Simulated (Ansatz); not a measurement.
# BiAs (model cell, started as rocksalt type): following an unstable mode

Which phase does BiAs (model cell, started as rocksalt type) fall into along its unstable mode, and how much energy does it gain?

Program: Ansatz 0.2.0. Level of theory: DFT PBE, scalar-relativistic, plane waves, PAW. Results are calculated unless marked as measured.

This is a report of a sequence of runs, with most program output left out.

The structure was built from a prototype and need not be the compound's stable phase.

In doubt: the program warns that the response may not be converged on this k-mesh (step 8), which bears on the force constants and all frequencies.

### Step 1. Starting point

The structure is cubic, space group Fm-3m (No. 225). The conventional cell has a = 6.033 Å, b = 6.033 Å, c = 6.033 Å, α = 90.00°, β = 90.00°, γ = 90.00°. Nearest to Bi lie 6 As at 3.02 Å. As has 6 Bi at 3.02 Å nearest. Farther neighbours are not listed.

Structure file:

```cif
data_structure
_symmetry_space_group_name_H-M 'P 1'
_symmetry_Int_Tables_number 1
_cell_length_a 4.2662
_cell_length_b 4.2662
_cell_length_c 4.2662
_cell_angle_alpha 60.000
_cell_angle_beta 60.000
_cell_angle_gamma 60.000
_cell_volume 54.90
loop_
_atom_site_label
_atom_site_type_symbol
_atom_site_fract_x
_atom_site_fract_y
_atom_site_fract_z
_atom_site_occupancy
Bi1 Bi 0.00000 0.00000 0.00000 1
As2 As 0.50000 0.50000 0.50000 1
```

### Step 2. Response at finite wavevector

The cell comes from relaxations at this level that are not shown. Stability and thermal properties need the whole zone. Linear response on a 4×4×4 q mesh gives force constants as far as a supercell of that size would.

File input.yaml:

```yaml
crystal:
  lattice:
    - [0.0, 3.0166250921, 3.0166250921]
    - [3.0166250921, 0.0, 3.0166250921]
    - [3.0166250921, 3.0166250921, 0.0]
  atoms:
    - { symbol: Bi, position: [0.0, 0.0, 0.0] }
    - { symbol: As, position: [0.5, 0.5, 0.5] }
kpoints:
  mp_grid: { grid: [12, 12, 12] }
hamiltonian:
  xc: pbe
scf:
  occupations: { method: methfessel_paxton, width: 0.2 }
output:
  eigenvalues: true
phonons:
  method: dfpt
  qmesh: [4, 4, 4]
  temperatures: { t_max: 1000, t_step: 50 }
  qpath:
    path:
      - [[0.0, 0.0, 0.0], [0.5, 0.0, 0.5], [0.625, 0.25, 0.625]]
      - [[0.375, 0.375, 0.75], [0.0, 0.0, 0.0], [0.5, 0.5, 0.5], [0.5, 0.25, 0.75], [0.5, 0.0, 0.5]]
    npoints: 10
```

On the command line:

```console
$ ansatz run input.yaml --threads 4 --pin off --max-ram 7168MiB --backend cpu --events-out ev --progress --plain --runs-dir out
```

Elapsed: 5.5 min, on 4 threads of Arm Neoverse V2, shared host; peak memory 4.3 GiB.

Numbers from this step:

```
volume per atom                                         : 27.45 Å³
gap on the k-mesh                                       : 0 eV
sum-rule residual before enforcement                    : 2.61e-5 eV/Å²
lowest frequency on the path                            : -135.8 cm⁻¹
point group                                             : m-3m
highest frequency on the path or at a solved wavevector : 164.8 cm⁻¹
highest optical mode at the zone centre (no LO-TO term) : -135.8 cm⁻¹
lowest optical zone-centre mode                         : -135.8 cm⁻¹
lowest mode on the q mesh (acoustic modes at Γ apart)   : -135.8 cm⁻¹
```

Frequencies (cm⁻¹) solved at each irreducible wavevector; negative means imaginary. Frequencies by wavevector, by row:

```
q in reciprocal lattice units  star  mode 1  mode 2  mode 3  mode 4  mode 5  mode 6
                        0 0 0     1  -135.8  -135.8  -135.8       0       0       0
                     0 0 0.25     8    47.1    47.1      70   120.6   120.6   144.7
                     0 0 -0.5     4    71.5    71.5   105.7   136.6   136.6   151.5
                  0 0.25 0.25     6   -24.5   -24.5      53      53    79.6   135.9
                  0 0.25 -0.5    24    51.1    52.2    75.1   106.5   112.4   131.1
                 0 0.25 -0.25    12    20.5    59.4    66.3    92.8     129   143.3
                  0 -0.5 -0.5     3    -4.9    -4.9    32.2    78.4    78.4    86.4
              0.25 -0.5 -0.25     6    34.2    34.2    76.3    83.8    83.8   135.2
```

Interpolated from a 4×4×4 q mesh. Phonon branches along the path, in cm⁻¹:

```
    point  branch 1  branch 2  branch 3  branch 4  branch 5  branch 6
        Γ      -136      -136      -136         0         0         0
  halfway       -24       -24        53        53        80       136
        X        -5        -5        32        78        78        86
  halfway        26        36        39        87        91       101
        U        35        42        61        81       110       132
jump to K        35        42        61        81       110       132
  halfway        31        59        76        80       134       151
        Γ      -136      -136      -136         0         0         0
  halfway        47        47        70       121       121       145
        L        72        72       106       137       137       152
  halfway        50        58        87       110       112       141
        W        34        34        76        84        84       135
  halfway        34        36        48        87        88       118
        X        -5        -5        32        78        78        86
```

Symmetry leaves 8 wavevectors to solve. The lowest mode among them, the acoustic zeros apart, lies at Γ and is imaginary, 135.8i cm⁻¹, so the energy falls along it.

### Step 3. The mode frozen in, largest atomic shift 0 Å

The mode followed lies at Γ with frequency 135.8i cm⁻¹ and is 3-fold degenerate, the softest among the wavevectors solved. At small amplitude the distorted cell has space group no. 107 by a symmetry search on the positions. The undistorted cell that holds it gives the zero of energy on the same k mesh.

input.yaml, the sections that differ from step 2:

```yaml
output:
  forces: true
  stress: true
  eigenvalues: true
# crystal, kpoints, hamiltonian, scf: as in step 2
# phonons: removed
```

Run time: 0.9 s. Hardware: 4 threads; peak memory 0.38 GiB; 3.1 s of CPU time.

This step gave:

```yaml
pressure: 7.90e-5 GPa
energy_from_the_undistorted_cell: 0 meV/atom
```

The run ends at a pressure of 0.00 GPa.

### Step 4. The mode frozen in, largest atomic shift 0.22 Å

The atoms are moved along the unstable eigenvector, the largest shift by 0.22 Å, with the cell fixed.

input.yaml, the sections that differ from step 3:

```yaml
crystal:
  lattice:
    - [0.0, 3.0166250921, 3.0166250921]
    - [3.0166250921, 0.0, 3.0166250921]
    - [3.0166250921, 3.0166250921, 0.0]
  atoms:
    - { symbol: Bi, position: [-0.013072926, 0.013072926, -0.013072926] }
    - { symbol: As, position: [0.5364645909, 0.4635354091, 0.5364645909] }
# kpoints, hamiltonian, scf, output: as in step 3
```

The job ended after 2.9 s (4 threads; peak memory 0.48 GiB).

Numbers from this step:

* pressure: 1.813 GPa
* gap on the k-mesh: 0.3576 eV
* energy from the undistorted cell: -20.54 meV/atom

The energy, extrapolated to zero smearing, is -20.54 meV/atom against the undistorted cell.

The run ends at a pressure of 1.81 GPa, with forces up to 0.21 eV/Å.

### Step 5. Energy along the mode, all amplitudes (two of the runs are shown above)

An imaginary frequency means negative curvature, so the energy should fall and then rise again as anharmonic terms take over.

Numbers from this step:

- depth at the lowest point sampled: 20.54 meV/atom
- largest atomic shift at that point: 0.22 Å

Energy from the parent against largest atomic shift:

```
largest atomic shift (Å)  energy from the parent (meV/atom)
                   0.000                                  0
                   0.040                              -2.67
                   0.080                              -9.16
                   0.140                              -19.4
                   0.220                              -20.5
                   0.320                               24.6
```

Displacement at unit largest shift by atom:

```
atom  x (Å)  y (Å)  z (Å)  size
 Bi1   0.00  -0.36   0.00  0.36
 As2   0.00   1.00   0.00  1.00
```

The lowest of the steps tried is at 0.22 Å, 20.5 meV/atom below the parent; the bottom of the well need not coincide with a step.

### Step 6. Relaxing from the distorted cell

Starting from the lowest point found, all atoms and the cell are let go, so that strain and other modes of the same symmetry can join in.

Changes to input.yaml since step 4:

```diff
@@ -18 +18,6 @@
   eigenvalues: true
+relax:
+  adjacent_minimum: "off"
+  f_tol: 0.002
+  max_steps: 120
+  cell: { stress_tol: 0.03 }
```

Run time: 21 s. Hardware: 4 threads; peak memory 0.52 GiB.

The steps of the relaxation:

```
step  energy less that of the first step (eV)  largest force component (eV/Å)  pressure (GPa)  volume (Å³)
   1                                   0.0000                          0.2099            1.81        54.90
   2                                  -0.0200                          0.1696           -0.93        57.72
   3                                  -0.0246                          0.0413           -0.06        56.97
   4                                  -0.0248                          0.0024            0.02        56.96
   5                                  -0.0248                          0.0005            0.00        57.01
  6*                                  -0.0252                          0.0004            0.00        57.01
```

Relaxation steps marked * repeat the geometry before them on a plane-wave basis chosen anew for their cell, so energy and pressure can jump there.

Forces are held to the 8 operations that the run works with; a distortion that breaks them can't arise in this run.

```
conventional cell, symmetrised  before  after  change
                         a (Å)   4.266  4.262  -0.1 %
                         b (Å)   4.266  4.262  -0.1 %
                         c (Å)   6.033  6.277  +4.0 %
              volume (Å³/atom)   27.45  28.51  +3.8 %
```

The atoms that moved most (Å, as changes of fractional coordinates times the final cell):

```
atom     dx      dy     dz  length
 Bi1  0.000  -0.029  0.000   0.029
 As2  0.000   0.029  0.000   0.029
```

Final coordinates:

```xyz
2
Lattice="0.0000 3.1387 3.0136 3.0136 0.0000 3.0136 3.0136 3.1387 0.0000" Properties=species:S:1:pos:R:3 pbc="T T T"
Bi    0.0000   -0.1106    0.0000
As    3.0136    3.3962    3.0136
```

This step gave:

```
pressure          : 0.001645 GPa
volume per atom   : 28.51 Å³
gap on the k-mesh : 0.3810 eV
```

The distorted start has space group I4mm; the relaxation ends in I4mm.

### Step 7. The new phase in its own primitive cell

The relaxed structure is symmetrised, reduced to its primitive cell and relaxed tightly, as its phonons need.

File input.yaml:

```yaml
crystal:
  lattice:
    - [-2.1309674089, 2.1309674089, 3.1387305075]
    - [2.1309674089, -2.1309674089, 3.1387305075]
    - [2.1309674089, 2.1309674089, -3.1387305075]
  atoms:
    - { symbol: Bi, position: [0.9823756838, 0.9823756838, 0.0] }
    - { symbol: As, position: [0.5410159811, 0.5410159811, 0.0] }
kpoints:
  mp_grid: { grid: [10, 10, 10] }
hamiltonian:
  xc: pbe
scf:
  occupations: { method: fixed }
output:
  forces: true
  stress: true
  eigenvalues: true
relax:
  adjacent_minimum: "off"
  f_tol: 0.001
  max_steps: 60
  cell: { stress_tol: 0.01 }
```

The job ended after 9.3 s (4 threads; peak memory 0.47 GiB; 36 s of CPU time).

Little changed from the start: no atom moved by 0.005 Å and no cell edge by 0.1 %.

This step gave:

| Item | Value |
| --- | --- |
| pressure | -6.00e-4 GPa |
| gap on the k-mesh | 0.3030 eV |
| volume per atom | 28.49 Å³ |
| direct gap on mesh | 0.3944 eV |

The largest force component left is 0.054 meV/Å and the pressure is -0.001 GPa, within the tolerances set. The cell now holds 28.49 Å³/atom.

### Step 8. Modes of the new phase, k-mesh 10×10×10, occupations fixed

A relaxed structure may still be a saddle point, so its zone-centre modes are computed. The response to a homogeneous field gives the Born charges and the dielectric tensor.

File input.yaml:

```yaml
crystal:
  lattice:
    - [-2.130850702, 2.130850702, 3.1372761659]
    - [2.130850702, -2.130850702, 3.1372761659]
    - [2.130850702, 2.130850702, -3.1372761659]
  atoms:
    - { symbol: Bi, position: [0.9825700441, 0.9825700441, 0.0] }
    - { symbol: As, position: [0.5408216208, 0.5408216208, 0.0] }
kpoints:
  mp_grid: { grid: [10, 10, 10] }
hamiltonian:
  xc: pbe
scf:
  occupations: { method: fixed }
output:
  eigenvalues: true
phonons:
  method: dfpt
  dielectric: true
  rigid_motions: translations
```

It took 2.4 min on 4 threads; peak memory 3.8 GiB.

This step gave:

* sum-rule residual before enforcement: 7.56e-5 eV/Å²
* miss of the charge sum rule: 0.05285 e
* estimated error of the dielectric tensor: 2.426
* estimated error of the Born charges: 0.3684 e
* point group: 4mm
* highest optical mode at the zone centre (no LO-TO term): 149.3 cm⁻¹
* lowest optical zone-centre mode: 27.26 cm⁻¹
* mean high-frequency dielectric constant: 102.9
* largest Born charge (third of the trace): 7.205 e
* mean static dielectric constant: 1313
* top of the zone-centre spectrum with the field: 162.3 cm⁻¹

Patterns of degenerate modes are one choice out of their space. The modes at Γ (shares of kinetic energy by element, %):

```
mode  frequency (cm⁻¹)  symmetry  Bi %  As %
   1               0.0  acoustic    74    26
   2               0.0  acoustic    74    26
   3               0.0  acoustic    74    26
   4              27.3         E    26    74
   5              27.3         E    26    74
   6             149.3        A1    26    74
```

Displacements in mode 5 (27.3 cm⁻¹), the largest set to 1:
```
Bi1 -0.36  0.00  0.00
As2  1.00  0.00  0.00
```

Displacements in mode 6 (149.3 cm⁻¹), the largest set to 1:
```
Bi1  0.00  0.00 -0.36
As2  0.00  0.00  1.00
```

High-frequency dielectric tensor, which the program warns is not settled by the k meshes in reach. Tensor:

```
       x      y      z
x  136.1      0      0
y      0  136.1      0
z      0      0  36.47
```

Static dielectric tensor, which the program warns is not settled by the k meshes in reach. Tensor:

```
      x     y      z
x  1948     0      0
y     0  1948      0
z     0     0  43.08
```

Optical modes at the zone centre, without and with the macroscopic field of the longitudinal modes; each column is sorted by frequency, so a row need not hold one and the same mode. Modes with and without the field, by row:

```
rank among optical modes  no field (cm⁻¹)  q along (1, 0, 0) (cm⁻¹)  q along (0, 0, 1) (cm⁻¹)
                       1             27.3                      27.3                      27.3
                       2             27.3                     103.2                      27.3
                       3            149.3                     149.3                     162.3
```

Born charge (rows field, columns displacement) (e), principal values of the symmetric part by kind of site:

```
atom  atoms with these values    low  middle   high   mean
 Bi1                        1   3.07    9.27   9.27   7.21
 As2                        1  -9.27   -9.27  -3.07  -7.21
```

In full for As2:

```
-9.27  0.00  0.00
 0.00 -9.27  0.00
 0.00  0.00 -3.07
```

Transverse modes. Infrared lines, with heights relative to the strongest:

```
position (cm⁻¹)  label  relative intensity
             27      E                 100
            149     A1                 5.5
```

Before it was imposed, the acoustic sum rule was missed by 7.6e-5 eV/Å² and the charge sum rule by 0.053 e. The charge miss is large and points to the mesh or the basis. The lowest optical mode is real, 27.3 cm⁻¹.

The log warns of the k mesh: “the force constants stand on the 10×10×10 k-mesh, whose period is 4.91 times the interband length at k = (0.2000, -0.3000, 0.3000), direct gap 1.519 eV, under 14: take them and everything formed from them as unconverged”.

### Step 9. Summary of results

| Property | Result |
| --- | --- |
| unstable mode of the parent | q = (0, 0, 0), 136i cm⁻¹ |
| depth at the lowest point sampled | 20.5 meV/atom |
| largest atomic shift at that point | 0.22 Å |
| space group reached (within 0.01 Å) | I4mm |
| energy gained over the parent (first relaxation, on the mesh of the frozen mode) | 33.2 meV/atom |
| volume per atom, phase reached | 28.5 Å³ |
| gap on the k-mesh, phase reached | 0.303 eV |
| lowest optical zone-centre mode, phase reached | 27.3 cm⁻¹ |
| highest optical mode at the zone centre (no LO-TO term), phase reached | 149 cm⁻¹ |

**Reading.** Along this mode the structure falls into I4mm, 33.2 meV/atom below the parent. At the parent's cell the well is 20.54 meV/atom deep on the steps tried, with its lowest point at a shift of 0.22 Å. Relaxing atoms and cell changes the gain by +12.65 meV/atom against the lowest step (energies at zero smearing). The new phase has no imaginary mode at the zone centre of its cell; other wavevectors were not checked. Of the 6 patterns followed to their end from this parent, this one ends 11.9 meV/atom above the lowest, R3m. Each path keeps the symmetry of its pattern, so a lower phase may lie along a pattern not tried. With the field response the log warns that the k mesh is coarse for the force constants too, so the frequencies may not be converged. With no gap, or one that is small against the smearing, the frequencies hang on the k mesh and the smearing, most of all near Kohn anomalies. In at least one run the field response is not settled by the k meshes in reach, so its dielectric tensor, Born charges and longitudinal modes are rough. Spin-orbit coupling is left out, which can matter for the heavy elements here. The starting cell was built on a prototype and not taken from a measurement, so the phase need not exist.

[Logs are printed without paths, hosts, clocks, repeated set-up lines and the standing remarks that a program may print on its own settings, such as how far it seeks lower states.]

[Hosts, paths, dates, database ids (printed as entryN), source tags and the programs' standing remarks are cut or masked in the printed files.]
